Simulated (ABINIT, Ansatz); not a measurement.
Planning a run of ABINIT 10.8.3 on Sr3SbN (Pm-3m). The input:

```
acell 3*1.0 Angstrom
rprim 
  5.194965140000 0.000000000000 0.000000000000
  0.000000000000 5.194965140000 0.000000000000
  0.000000000000 0.000000000000 5.194965140000
ntypat 3
znucl 38 51 7
natom 5
typat 1 1 1 2 3
xred 
  0.000000000000 0.500000000000 0.500000000000
  0.500000000000 0.500000000000 0.000000000000
  0.500000000000 0.000000000000 0.500000000000
  0.000000000000 0.000000000000 0.000000000000
  0.500000000000 0.500000000000 0.500000000000
pp_dirpath "pseudos"
pseudos "Sr.upf, Sb.upf, N.upf"
ecut 40
ngkpt 4 4 4
nshiftk 1
shiftk 0 0 0
kptopt 1
chksymbreak 0
istwfk *1
occopt 1
irdwfk 1
optdriver 3
nband 199
ecuteps 5.2
inclvkb 2
awtr 1
symchi 1
indata_prefix "in"
outdata_prefix "out"
tmpdata_prefix "tmp"
```

```sh
OMP_NUM_THREADS=1 mpirun -n 4 abinit run.abi > log
```

Question: Estimate wall time and host memory on 4 MPI ranks of Arm Neoverse V1, shared host.

It took 11 min; on shared hardware allow 5.5 min to 22 min. Peak host memory was 4 GiB.

[Paths, hosts, dates, memory and timing lines, banners, echoed tables and standing remarks are left out of the program output.]

[Logs are printed without paths, hosts, clocks, repeated set-up lines and the standing remarks that a program may print on its own settings, such as how far it seeks lower states.]

[Runs of the session that timed out or met a known fault of the program may be left out.]

[Hosts, paths, dates, database ids (printed as entryN), source tags and the programs' standing remarks are cut or masked in the printed files.]

[G0W0 gaps are taken among the corrected bands and points alone; a level outside them can change the order at an edge.]

[Where Ansatz stands beside ABINIT at settings called matched, ABINIT's density can come from a denser mesh and the files from another edition; pairs whose starting gaps differed by over 0.03 eV were left out, so agreement reads better than it is.]
